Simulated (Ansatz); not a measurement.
# Dielectric function and optical constants of HfSiO4 (Hafnon)

Aim: the dielectric function of HfSiO4 (Hafnon), and the optical constants that follow from it.

Program: Ansatz 0.2.0. Level of theory: DFT, PBE, plane-wave PAW, default files, scalar-relativistic, independent-particle optical response without local fields. Values are calculated unless marked as measured.

## 1. The structure

Symmetry: I4_1/amd, No. 141, tetragonal system. The conventional cell has a = 6.572 Å, b = 6.572 Å, c = 5.963 Å, α = 90.00°, β = 90.00°, γ = 90.00°. Nearest to Hf lie 8 O at 2.11 to 2.26 Å. Nearest to Si lie 4 O at 1.62 Å. Nearest to O lie 1 Si at 1.62 Å and 2 Hf at 2.11 to 2.26 Å. Farther neighbours, and contacts between anions beyond the nearest, are not listed.

## 2. Ground state and bands

First the ground state: is it a metal or has it a gap?

This step: DFT, PBE, plane-wave PAW, default files, scalar-relativistic, ground state (Ansatz 0.2.0).

Input file input.yaml:

```yaml
crystal:
  lattice:
    - [-3.28625, 3.28625, 2.9816]
    - [3.28625, -3.28625, 2.9816]
    - [3.28625, 3.28625, -2.9816]
  atoms:
    - { symbol: Hf, position: [0.0, 0.0, 0.0] }
    - { symbol: Hf, position: [0.75, 0.25, 0.5] }
    - { symbol: Si, position: [0.5, 0.5, 0.0] }
    - { symbol: Si, position: [0.25, 0.75, 0.5] }
    - { symbol: O, position: [0.6802, 0.4957, 0.8155] }
    - { symbol: O, position: [0.2457, 0.9302, 0.3155] }
    - { symbol: O, position: [0.6802, 0.8647, 0.1845] }
    - { symbol: O, position: [0.6147, 0.9302, 0.6845] }
    - { symbol: O, position: [0.0698, 0.3853, 0.3155] }
    - { symbol: O, position: [0.5043, 0.3198, 0.1845] }
    - { symbol: O, position: [0.0698, 0.7543, 0.6845] }
    - { symbol: O, position: [0.1353, 0.3198, 0.8155] }
kpoints:
  mp_grid: { grid: [5, 5, 5] }
  band_path:
    path:
      - [[0.0, 0.0, 0.0], [0.0, 0.0, 0.5], [-0.5, 0.5, 0.5], [0.0, 0.0, 0.0], [0.4557963, 0.4557963, -0.4557963], [0.25, 0.25, 0.25], [0.0, 0.5, 0.0], [-0.4557963, 0.5442037, 0.4557963], [-0.5, 0.5, 0.5]]
      - [[0.0, 0.0, 0.5], [0.25, 0.25, 0.25]]
    npoints: 6
scf:
  occupations: { method: fermi_dirac, width: 0.05 }
  n_extra_bands: 16
hamiltonian:
  xc: pbe
  pseudopotentials: { kind: paw }
output:
  forces: true
  stress: true
  populations: true
  write_bands: true
```

Launch:

```console
> ansatz run input.yaml --threads 4 --pin off --max-ram 8192MiB --backend cpu --events-out ev --progress --plain --runs-dir out
```

Log:

```text
scf.n_extra_bands = 16 over 54 filled bands (N_el = 108.0): the run solves 70 bands
Engine: ansatz 0.2.0, x86_64-unknown-linux-gnu
Pseudopotentials: kind: paw
Pseudopotential: Hf, paw, valence charge 26, recommended cutoff 420 eV (normal), Hf.paw.azcp
Pseudopotential: Si, paw, valence charge 4, recommended cutoff 420 eV (normal), Si.paw.azcp
Pseudopotential: O, paw, valence charge 6, recommended cutoff 420 eV (normal), O.paw.azcp
Functional definition: PBE
  parameter kappa = 0.804
  parameter beta = 0.066725
  exchange = pbe_x(kappa = kappa, mu = beta*pi^2/3)
  correlation = pbe_c(beta = beta)
Crystal: 12 atoms, lattice volume = 128.798 Å³
Basis set: ecut = 420 eV, 2513 PW (Γ), exchange–correlation on 80×80×80 points (8 copies of the dense FFT grid, shifted against one another)
Bands: 70, of which v1, the nominal top of the filled ones, is band 54 counted from 1 (53 counted from 0)
Symmetry: 16 space group operations
Space group: I41/amd (ITA 141), of the structure as read, at distance tolerance 5.1e-5 Å
k-points: 18 of 125
Non-local potential: Hf, projectors of the file, l = 0: 3, l = 1: 2, l = 2: 2, l = 3: 3
Non-local potential: Si, projectors of the file, l = 0: 2, l = 1: 2, l = 2: 2
Non-local potential: O, projectors of the file, l = 0: 2, l = 1: 2, l = 2: 1
PAW form: soft (Blöchl's): semilocal exchange-correlation on the pseudo side does not see the compensation charge
PAW one-centre angular grid: Hf, 590 points (default); XC on 64 Gauss nodes
PAW one-centre angular grid: Si, 110 points (default); XC on 64 Gauss nodes
PAW one-centre angular grid: O, 110 points (default); XC on 64 Gauss nodes
Initial density: superposition of atomic densities (neutral atoms: chi_scale 0, normalization atom), corrected by the library's trained network
Initial wavefunctions: pseudopotential atomic-orbital guess
Functional: x = pbe(κ = 0.804, μ = 0.219515), c = pbe(β = 0.066725)
SCF iter   1: F=—  HF=-37271.651828 eV  |F-HF|=—  |Δ(HF+E_count)|=         —  Δρ=2.00e-3  dr2=3.76e-3  ethr=1.77e-3  ⟨swp⟩=6.1  Hψ=5200  notcnv=0  defer=11
preconditioner: auto → Resta (q_TF=auto, 2.649 Å⁻¹)  ε∞=4.2  [insulator: Δε(μ)=5.434 eV  Ē_g=18.522 eV  σ=0.050 eV  W_gap=1.00  n_scr=42 (ndim 8)  ℏωp=33.4 eV  f_vac=0.044  D(μ)=0.00/eV (n_scr^D=0)  ε∞_Penn≈4.2]
SCF iter   2: F=—  HF=-37271.654328 eV  |F-HF|=—  |Δ(HF+E_count)|=   2.50e-3  Δρ=1.13e-3  dr2=8.32e-4  ethr=3.48e-6  ⟨swp⟩=2.0  Hψ=2386  notcnv=0  defer=33
SCF iter   3: F=—  HF=-37271.655041 eV  |F-HF|=—  |Δ(HF+E_count)|=   7.12e-4  Δρ=3.29e-4  dr2=1.45e-4  ethr=7.71e-7  ⟨swp⟩=2.0  Hψ=1952  notcnv=0  defer=33
SCF iter   4: F=—  HF=-37271.655079 eV  |F-HF|=—  |Δ(HF+E_count)|=   3.81e-5  Δρ=1.30e-4  dr2=2.59e-5  ethr=1.35e-7  ⟨swp⟩=2.0  Hψ=2082  notcnv=0  defer=33
SCF iter   5: F=—  HF=-37271.655098 eV  |F-HF|=—  |Δ(HF+E_count)|=   1.88e-5  Δρ=6.61e-5  dr2=8.02e-6  ethr=2.40e-8  ⟨swp⟩=3.1  Hψ=2388  notcnv=0  defer=33
SCF iter   6: F=—  HF=-37271.655098 eV  |F-HF|=—  |Δ(HF+E_count)|=   6.96e-7  Δρ=3.25e-5  dr2=1.18e-6  ethr=7.42e-9  ⟨swp⟩=2.0  Hψ=2028  notcnv=0  defer=33
SCF iter   7: F=—  HF=-37271.655099 eV  |F-HF|=—  |Δ(HF+E_count)|=   2.23e-7  Δρ=1.22e-5  dr2=1.56e-7  ethr=1.09e-9  ⟨swp⟩=2.1  Hψ=1940  notcnv=0  defer=33
SCF iter   8: F=-37271.655099 eV  HF=-37271.655099 eV  |F-HF|=2.74e-9  |Δ(HF+E_count)|=   2.94e-8  Δρ=1.78e-6  dr2=3.65e-9  ethr=9.26e-11  ⟨swp⟩=9.4  Hψ=5111  notcnv=0
SCF 1 converged in 8 iterations: F = -37271.655099 eV  dr2 = 3.65e-9
  greatest PAW one-centre occupation: 0.999 electrons in one spin orbital (limit 2), on the Hf atom at site 1 (counted from 0), in its partial waves of l = 0
NSCF: frozen V_eff on 56 k-points
SCF converged after 8 iterations
Free energy (F): -37271.655099 eV
Harris-Foulkes:  -37271.655099 eV  (|F-HF|=2.74e-9)
Internal energy: -37271.655099 eV  (E = F + TS)
E sigma→0 (E₀):  -37271.655099 eV
Fermi energy:    12.773455 eV
--- Per-component energies (eV) ---
  E_band       = -205.021310
  E_kinetic    = 2351.632080
  E_local      = -15936.177759  (includes V_loc(G=0)·N_el)
  E_nonlocal   = -2052.162327
  E_hartree    = 7130.603060
  E_xc         = -1305.817660
  E_vxc        = -1386.180342  (∫ρ·V_xc dr)
  E_paw        = -16148.340875  (= ΣΔE_a)
  E_vpaw       = 2556.643500  (= ΣTr[D̂ρ^β])
  E_aug_tail   = 0.020032  (compensation charges beyond the density's cutoff)
  E_ewald      = -11311.411650
  E_smearing   = -0.000000  (= −TS)
  E_closure    = 0.000000  (closes the sum)
  Σ components = -37271.655099   (vs F -37271.655099, Δ=0.00e0)
--- Forces (eV/Å), atoms counted from 1 ---
  atom   1  Hf    -0.00000000     0.00000000    -0.00000000
  atom   2  Hf     0.00000000    -0.00000000     0.00000000
  atom   3  Si     0.00000000     0.00000000     0.00000000
  atom   4  Si     0.00000000     0.00000000    -0.00000000
  atom   5  O     -0.27291883    -0.00000000     0.19503590
  atom   6  O      0.00000000    -0.27291883     0.19503590
  atom   7  O      0.27291883     0.00000000     0.19503590
  atom   8  O      0.00000000     0.27291883     0.19503590
  atom   9  O     -0.27291883     0.00000000    -0.19503590
  atom  10  O     -0.00000000     0.27291883    -0.19503590
  atom  11  O      0.27291883     0.00000000    -0.19503590
  atom  12  O     -0.00000000    -0.27291883    -0.19503590
  max |Σ_I F_I| component: 1.39e-16 eV/Å
--- Stress (GPa, compression-positive) ---
        7.232510       0.000000       0.000000
        0.000000       7.232510      -0.000000
        0.000000      -0.000000       8.023263
  P = ⅓ Tr σ = 7.4961 GPa (74.961 kbar)
--- Band table (eV; the first three rows and the last of 18) ---
  k-point 0: bands = [... 50 lower, 9.5203, 9.5203, 9.5375, 10.0833, 15.9281, 16.1983, 16.3382, 16.3812, ... 12 higher]
  k-point 1: bands = [... 50 lower, 9.2775, 9.3933, 9.5411, 9.9208, 15.7903, 15.8946, 16.2913, 16.3583, ... 12 higher]
  k-point 2: bands = [... 50 lower, 9.2059, 9.2609, 9.4782, 9.5925, 15.5810, 15.5967, 16.4635, 16.4962, ... 12 higher]
  k-point 17: bands = [... 50 lower, 9.0018, 9.0876, 9.1509, 9.2559, 16.2085, 16.2589, 16.7491, 16.8402, ... 12 higher]
--- Löwdin populations: 12 sites ---
  site symbol       q [e]
     0     Hf     24.4793
     1     Hf     24.4793
     2     Si      2.3293
     3     Si      2.3293
     4      O      6.7199
     5      O      6.7199
     6      O      6.7199
     7      O      6.7199
     8      O      6.7199
     9      O      6.7199
    10      O      6.7199
    11      O      6.7199
  spilling = 0.005771 (of n_electrons = 108.000000)
```

Run time: 4.4 s. Hardware: 4 threads of Intel Xeon Platinum 8375C at 2.90GHz (Ice Lake), shared host; peak memory 0.75 GiB; 16 s of CPU time.

Read-outs:

| Quantity | Value |
| --- | --- |
| free energy | -37271.6551 eV |
| Fermi energy | 12.77 eV |
| gap by band count | 5.459 eV |
| electrons | 108 |
| symmetry operations | 16 |
| pressure | 7.496 GPa |
| gap on the k-mesh | 5.459 eV |
| volume | 128.8 Å³ |
| gap on the path | 5.449 eV |
| least direct gap on the path | 5.829 eV |

There is a gap, 5.45 eV on the path, so no carriers' term is needed. The cell is left with a pressure of 7.5 GPa and forces up to 0.34 eV/Å, as it stands unrelaxed at this level.

The electronic bands at the labelled points (eV, zero at the Fermi level; v1 is the highest filled band, c1 the lowest empty one):

| point | v4 | v3 | v2 | v1 | c1 | c2 | c3 | c4 |
| --- | --- | --- | --- | --- | --- | --- | --- | --- |
| Γ | -3.25 | -3.25 | -3.24 | -2.69 | 3.15 | 3.42 | 3.56 | 3.61 |
| halfway | -3.52 | -3.40 | -3.25 | -2.93 | 2.96 | 3.02 | 3.53 | 3.59 |
| X | -3.60 | -3.60 | -3.27 | -3.27 | 2.78 | 2.78 | 3.89 | 3.89 |
| halfway | -3.76 | -3.76 | -3.43 | -3.43 | 3.18 | 3.18 | 4.00 | 4.00 |
| M | -3.77 | -3.77 | -3.55 | -3.55 | 3.62 | 3.62 | 4.00 | 4.00 |
| halfway | -3.56 | -3.43 | -3.27 | -3.24 | 3.08 | 3.12 | 3.52 | 3.91 |
| Γ | -3.25 | -3.25 | -3.24 | -2.69 | 3.15 | 3.42 | 3.56 | 3.61 |
| halfway | -3.61 | -2.97 | -2.97 | -2.87 | 3.22 | 3.73 | 3.81 | 3.81 |
| Z | -3.71 | -3.71 | -3.50 | -3.50 | 3.53 | 3.70 | 3.90 | 4.11 |
| halfway | -3.67 | -3.32 | -3.27 | -3.17 | 3.03 | 3.27 | 3.98 | 3.98 |
| P | -3.81 | -3.81 | -3.19 | -3.19 | 2.78 | 2.78 | 4.12 | 4.12 |
| halfway | -3.69 | -3.45 | -3.17 | -3.00 | 2.85 | 3.02 | 4.01 | 4.09 |
| N | -3.62 | -3.51 | -2.95 | -2.88 | 3.04 | 3.19 | 3.94 | 4.12 |
| halfway | -3.68 | -3.33 | -3.31 | -3.05 | 3.20 | 3.50 | 3.92 | 4.01 |
| Z1 | -3.71 | -3.71 | -3.50 | -3.50 | 3.53 | 3.70 | 3.90 | 4.11 |
| halfway | -3.75 | -3.75 | -3.54 | -3.54 | 3.57 | 3.66 | 3.94 | 4.07 |
| M | -3.77 | -3.77 | -3.55 | -3.55 | 3.62 | 3.62 | 4.00 | 4.00 |
| jump to X | -3.60 | -3.60 | -3.27 | -3.27 | 2.78 | 2.78 | 3.89 | 3.89 |
| halfway | -3.65 | -3.65 | -3.22 | -3.22 | 2.77 | 2.77 | 4.01 | 4.01 |
| P | -3.81 | -3.81 | -3.19 | -3.19 | 2.78 | 2.78 | 4.12 | 4.12 |

## 3. Spectrum

With the density converged, the vertical transitions are summed over the zone.

This step: DFT, PBE, plane-wave PAW, default files, scalar-relativistic, independent-particle optical response without local fields (Ansatz 0.2.0).

input.yaml, the sections that differ from step 2:

```yaml
kpoints:
  mp_grid: { grid: [5, 5, 5] }
scf:
  occupations: { method: fixed }
output:
  optics:
    e_range: [0, 14]
    de: 0.05
    sigma: 0.1
    nscf_kmesh: { grid: [6, 6, 6] }
    bands: { spectra_wanted_up_to: 14 }
# crystal, hamiltonian: as in step 2
```

Log:

```text
[...]
Crystal: 12 atoms, lattice volume = 128.798 Å³
Basis set: ecut = 420 eV, 2513 PW (Γ)
Bands: 66, of which v1, the nominal top of the filled ones, is band 54 counted from 1 (53 counted from 0)
Symmetry: 16 space group operations
[...]
k-points: 18 of 125
[...]
SCF iter   1: F=—  HF=-37271.652998 eV  |F-HF|=—  |Δ(HF+E_count)|=         —  Δρ=1.99e-3  dr2=3.43e-3  ethr=1.77e-3  ⟨swp⟩=4.9  Hψ=4311  notcnv=0  defer=176
[...]
SCF iter  11: F=-37271.655168 eV  HF=-37271.655168 eV  |F-HF|=1.46e-11  |Δ(HF+E_count)|=  1.46e-11  Δρ=1.86e-8  dr2=3.62e-13  ethr=1.00e-12  ⟨swp⟩=10.6  Hψ=4069  notcnv=0
SCF 1 converged in 11 iterations: F = -37271.655168 eV  dr2 = 3.62e-13
[...]
NSCF: frozen V_eff on 30 k-points
[...]
output.optics: what the bands over the 99 summed would add to eps1, eps2 and the energy-loss function is held between a lower and an upper bound (7 Lanczos steps). eps1, eps2 and their loss function (loss_summed_bands) are given on every row as the summed bands alone make them. Along an axis, on a row where the two bounds hold the loss function to about 1 % of the greater of itself and 0.5 % of |1/eps|, its cell (loss_completed) is given, with the completed eps1 and eps2 that it is formed of (a cell that is left empty reads nan in the table and null in the record). The two bounds hold it so along every axis on all 281 rows up to 14.000 eV. [rest of the remark cut]
SCF converged after 11 iterations
Free energy (F): -37271.655168 eV
[...]
Internal energy: -37271.655168 eV  (E = F + TS)
E sigma→0 (E₀):  -37271.655168 eV
Fermi energy:    10.083329 eV
[...]
--- Band table (eV; the first three rows and the last of 18) ---
  k-point 0: bands = [... 50 lower, 9.5204, 9.5204, 9.5375, 10.0833, 15.9282, 16.1983, 16.3382, 16.3813, ... 8 higher]
  k-point 1: bands = [... 50 lower, 9.2775, 9.3933, 9.5411, 9.9208, 15.7903, 15.8947, 16.2913, 16.3584, ... 8 higher]
  k-point 2: bands = [... 50 lower, 9.2059, 9.2609, 9.4782, 9.5925, 15.5811, 15.5967, 16.4635, 16.4962, ... 8 higher]
  k-point 17: bands = [... 50 lower, 9.0018, 9.0876, 9.1509, 9.2559, 16.2086, 16.2589, 16.7492, 16.8403, ... 8 higher]
```

It took 43 s on 4 threads; peak memory 2.3 GiB.

Read-outs:

```
electronic dielectric constant ε∞, mean of the axes                                   : 4.063
absorption onset, first axis (α over 10⁴ cm⁻¹, or the direct gap if that lies higher) : 5.815 eV
main peak of Im epsilon, first axis                                                   : 8.420 eV
least direct gap on the mesh                                                          : 5.815 eV
bands summed                                                                          : 99
spectra valid up to                                                                   : 23.61 eV
program's estimate of the k-sum error in Im epsilon                                   : 0.23 %
electrons in the f-sum                                                                : 50.58
```

Im ε against photon energy; read off at these points:

| photon energy (eV) | E ∥ x or y | E ∥ z |
| --- | --- | --- |
| 5.500 | 8.6e-6 | 0 |
| 5.750 | 0.321 | 0.0673 |
| 6.000 | 4.49 | 1.34 |
| 6.050 | 4.83 | 1.71 |
| 6.250 | 4.38 | 2.26 |
| 6.500 | 4.26 | 2.38 |
| 6.750 | 2.53 | 2.67 |
| 7.000 | 2.52 | 4.47 |
| 7.250 | 3.36 | 6.45 |
| 7.500 | 3.56 | 5.16 |
| 7.750 | 5.20 | 5.29 |
| 8.000 | 4.51 | 5.62 |
| 8.250 | 4.97 | 9.27 |
| 8.350 | 5.74 | 10.1 |
| 8.400 | 6.04 | 9.71 |
| 8.500 | 5.69 | 8.39 |
| 8.750 | 3.73 | 7.47 |
| 9.000 | 3.32 | 6.67 |
| 9.250 | 4.00 | 6.12 |
| 9.500 | 4.57 | 4.36 |
| 9.750 | 4.63 | 3.86 |
| 9.850 | 4.76 | 4.17 |
| 10.000 | 4.48 | 4.72 |
| 10.250 | 4.18 | 4.25 |
| 10.500 | 3.63 | 3.45 |
| 10.750 | 3.80 | 4.17 |
| 11.000 | 3.50 | 3.56 |
| 11.250 | 2.90 | 3.64 |
| 11.500 | 2.40 | 4.17 |
| 11.750 | 2.79 | 3.31 |
| 12.000 | 2.73 | 3.07 |
| 12.250 | 3.18 | 2.72 |
| 12.450 | 3.56 | 2.63 |
| 12.500 | 3.55 | 2.62 |
| 12.750 | 3.14 | 2.21 |
| 13.000 | 2.72 | 2.65 |
| 13.250 | 2.95 | 3.13 |
| 13.500 | 2.92 | 2.66 |
| 13.750 | 2.47 | 2.22 |
| 14.000 | 2.35 | 2.33 |

Re ε against photon energy:

| photon energy (eV) | E ∥ x or y | E ∥ z |
| --- | --- | --- |
| 0.0 | 3.98 | 4.24 |
| 0.5 | 3.98 | 4.25 |
| 1.0 | 4.01 | 4.27 |
| 1.5 | 4.05 | 4.32 |
| 2.0 | 4.11 | 4.38 |
| 2.5 | 4.20 | 4.48 |
| 3.0 | 4.31 | 4.60 |
| 3.5 | 4.47 | 4.76 |
| 4.0 | 4.68 | 4.97 |
| 4.5 | 4.99 | 5.27 |
| 5.0 | 5.49 | 5.70 |
| 5.5 | 6.53 | 6.46 |
| 6.0 | 8.45 | 8.24 |
| 6.5 | 4.72 | 7.74 |
| 7.0 | 5.38 | 8.53 |
| 7.5 | 5.84 | 5.20 |
| 8.0 | 4.03 | 6.37 |
| 8.5 | 2.26 | 2.17 |
| 9.0 | 2.95 | 0.939 |
| 9.5 | 2.90 | 0.168 |
| 10.0 | 1.71 | 1.06 |
| 10.5 | 1.19 | 0.929 |
| 11.0 | 0.816 | 0.923 |
| 11.5 | 1.20 | 0.405 |
| 12.0 | 1.63 | 0.0847 |
| 12.5 | 1.20 | 0.447 |
| 13.0 | 0.936 | 1.42 |
| 13.5 | 0.589 | 0.486 |
| 14.0 | 0.823 | 0.776 |

The refractive index n and extinction k by photon energy:

| photon energy (eV) | n, E ∥ x or y | k, E ∥ x or y | n, E ∥ z | k, E ∥ z |
| --- | --- | --- | --- | --- |
| 0.0 | 1.99 | 0 | 2.06 | 0 |
| 0.5 | 2.00 | 0 | 2.06 | 0 |
| 1.0 | 2.00 | 0 | 2.07 | 0 |
| 1.5 | 2.01 | 0 | 2.08 | 0 |
| 2.0 | 2.03 | 0 | 2.09 | 0 |
| 2.5 | 2.05 | 0 | 2.12 | 0 |
| 3.0 | 2.08 | 0 | 2.14 | 0 |
| 3.5 | 2.11 | 0 | 2.18 | 0 |
| 4.0 | 2.16 | 0 | 2.23 | 0 |
| 4.5 | 2.23 | 0 | 2.29 | 0 |
| 5.0 | 2.34 | 0 | 2.39 | 0 |
| 5.5 | 2.56 | 1.7e-6 | 2.54 | 0 |
| 6.0 | 3.00 | 0.747 | 2.88 | 0.232 |
| 6.5 | 2.35 | 0.905 | 2.81 | 0.423 |
| 7.0 | 2.38 | 0.529 | 3.01 | 0.742 |
| 7.5 | 2.52 | 0.706 | 2.50 | 1.03 |
| 8.0 | 2.25 | 1.00 | 2.73 | 1.03 |
| 8.5 | 2.05 | 1.39 | 2.33 | 1.80 |
| 9.0 | 1.92 | 0.864 | 1.96 | 1.70 |
| 9.5 | 2.04 | 1.12 | 1.50 | 1.45 |
| 10.0 | 1.80 | 1.24 | 1.72 | 1.37 |
| 10.5 | 1.58 | 1.15 | 1.50 | 1.15 |
| 11.0 | 1.49 | 1.18 | 1.52 | 1.17 |
| 11.5 | 1.39 | 0.862 | 1.52 | 1.38 |
| 12.0 | 1.55 | 0.880 | 1.26 | 1.22 |
| 12.5 | 1.57 | 1.13 | 1.25 | 1.05 |
| 13.0 | 1.38 | 0.986 | 1.49 | 0.891 |
| 13.5 | 1.34 | 1.09 | 1.26 | 1.05 |
| 14.0 | 1.29 | 0.912 | 1.27 | 0.916 |

The loss function −Im 1/ε at q → 0 has structure finer than the step of the table below, so its rows give means over 0.5 eV. Peaks (eV: height): E ∥ x or y 6.60: 0.125, 8.75: 0.211, 11.40: 0.342; E ∥ z 9.65: 0.249, 12.75: 0.418, 13.70: 0.425.

The loss function −Im 1/ε at q → 0 by energy loss; means over each step:

| energy loss (eV) | E ∥ x or y | E ∥ z |
| --- | --- | --- |
| 5.0 | 0 | 0 |
| 5.5 | 4.4e-4 | 1.0e-4 |
| 6.0 | 0.0473 | 0.0195 |
| 6.5 | 0.104 | 0.0359 |
| 7.0 | 0.0775 | 0.0498 |
| 7.5 | 0.0834 | 0.0844 |
| 8.0 | 0.117 | 0.0744 |
| 8.5 | 0.156 | 0.105 |
| 9.0 | 0.174 | 0.144 |
| 9.5 | 0.158 | 0.220 |
| 10.0 | 0.191 | 0.215 |
| 10.5 | 0.239 | 0.248 |
| 11.0 | 0.272 | 0.253 |
| 11.5 | 0.313 | 0.259 |
| 12.0 | 0.262 | 0.327 |
| 12.5 | 0.259 | 0.384 |
| 13.0 | 0.316 | 0.325 |
| 13.5 | 0.341 | 0.371 |

Values under 1 per cm are given as 1. Absorption coefficient against photon energy:

| photon energy (eV) | E ∥ x or y (1/cm) | E ∥ z (1/cm) |
| --- | --- | --- |
| 0.000 | 1 | 1 |
| 0.500 | 1 | 1 |
| 1.000 | 1 | 1 |
| 1.500 | 1 | 1 |
| 2.000 | 1 | 1 |
| 2.500 | 1 | 1 |
| 3.000 | 1 | 1 |
| 3.500 | 1 | 1 |
| 4.000 | 1 | 1 |
| 4.500 | 1 | 1 |
| 5.000 | 1 | 1 |
| 5.500 | 1 | 1 |
| 6.000 | 4.5e5 | 1.4e5 |
| 6.500 | 6.0e5 | 2.8e5 |
| 7.000 | 3.8e5 | 5.3e5 |
| 7.500 | 5.4e5 | 7.8e5 |
| 8.000 | 8.1e5 | 8.4e5 |
| 8.500 | 1.2e6 | 1.6e6 |
| 9.000 | 7.9e5 | 1.6e6 |
| 9.500 | 1.1e6 | 1.4e6 |
| 10.000 | 1.3e6 | 1.4e6 |
| 10.500 | 1.2e6 | 1.2e6 |
| 11.000 | 1.3e6 | 1.3e6 |
| 11.500 | 1.0e6 | 1.6e6 |
| 12.000 | 1.1e6 | 1.5e6 |
| 12.500 | 1.4e6 | 1.3e6 |
| 13.000 | 1.3e6 | 1.2e6 |
| 13.500 | 1.5e6 | 1.4e6 |
| 14.000 | 1.3e6 | 1.3e6 |

At chosen wavelengths:

| wavelength (nm) | n xy | k xy | R (%) xy | 1/α xy | n z | k z | R (%) z | 1/α z |
| --- | --- | --- | --- | --- | --- | --- | --- | --- |
| 1550 | 2.00 | 0.000 | 11.1 | over 1 mm | 2.06 | 0.000 | 12.1 | over 1 mm |
| 1064 | 2.00 | 0.000 | 11.2 | over 1 mm | 2.07 | 0.000 | 12.2 | over 1 mm |
| 633 | 2.03 | 0.000 | 11.5 | over 1 mm | 2.09 | 0.000 | 12.5 | over 1 mm |
| 532 | 2.04 | 0.000 | 11.7 | over 1 mm | 2.11 | 0.000 | 12.7 | over 1 mm |
| 450 | 2.06 | 0.000 | 12.0 | over 1 mm | 2.13 | 0.000 | 13.0 | over 1 mm |
| 405 | 2.08 | 0.000 | 12.3 | over 1 mm | 2.15 | 0.000 | 13.3 | over 1 mm |
| 193 | 2.44 | 0.837 | 22.2 | 18 nm | 2.79 | 0.394 | 23.1 | 39 nm |

Rows near the edge hang on the gap, which this functional as a rule makes too small, and phonon-assisted absorption over an indirect gap is left out.

Through 1 µm of it, D65 light comes out colourless (x = 0.314, y = 0.330; 79 % transmitted).

At 1064 nm the birefringence n(z) − n(x) is +0.065: the crystal is uniaxial positive at this level.

The first strong peak, at 6.07 eV, fits the second-highest filled and the lowest empty band, which run nearly parallel at that distance over 100 % of P–N; the match rests on energies alone.

The f-sum over the summed bands holds 50.6 of the cell's 108 electrons outside the frozen cores, 60 of which lie in bands more than 12 eV below the Fermi level, whose transitions come at higher energies. Up to 14 eV the strength has a mean oscillator energy of 9.4 eV, and these transitions give 69 % of ε∞ − 1 along x; the rest comes from higher ones.

(Continued in part 2 of 2.)

[Long decimals in the printed logs are rounded to 6 places.]

[Logs are printed without paths, hosts, clocks, repeated set-up lines and the standing remarks that a program may print on its own settings, such as how far it seeks lower states.]

[Hosts, paths, dates, database ids (printed as entryN), source tags and the programs' standing remarks are cut or masked in the printed files.]

[Where the starting crystal was built by hand or by swapping elements, it need not be the compound's stable phase.]

[The count of steps not shown may lack steps that the program refused or didn't finish.]
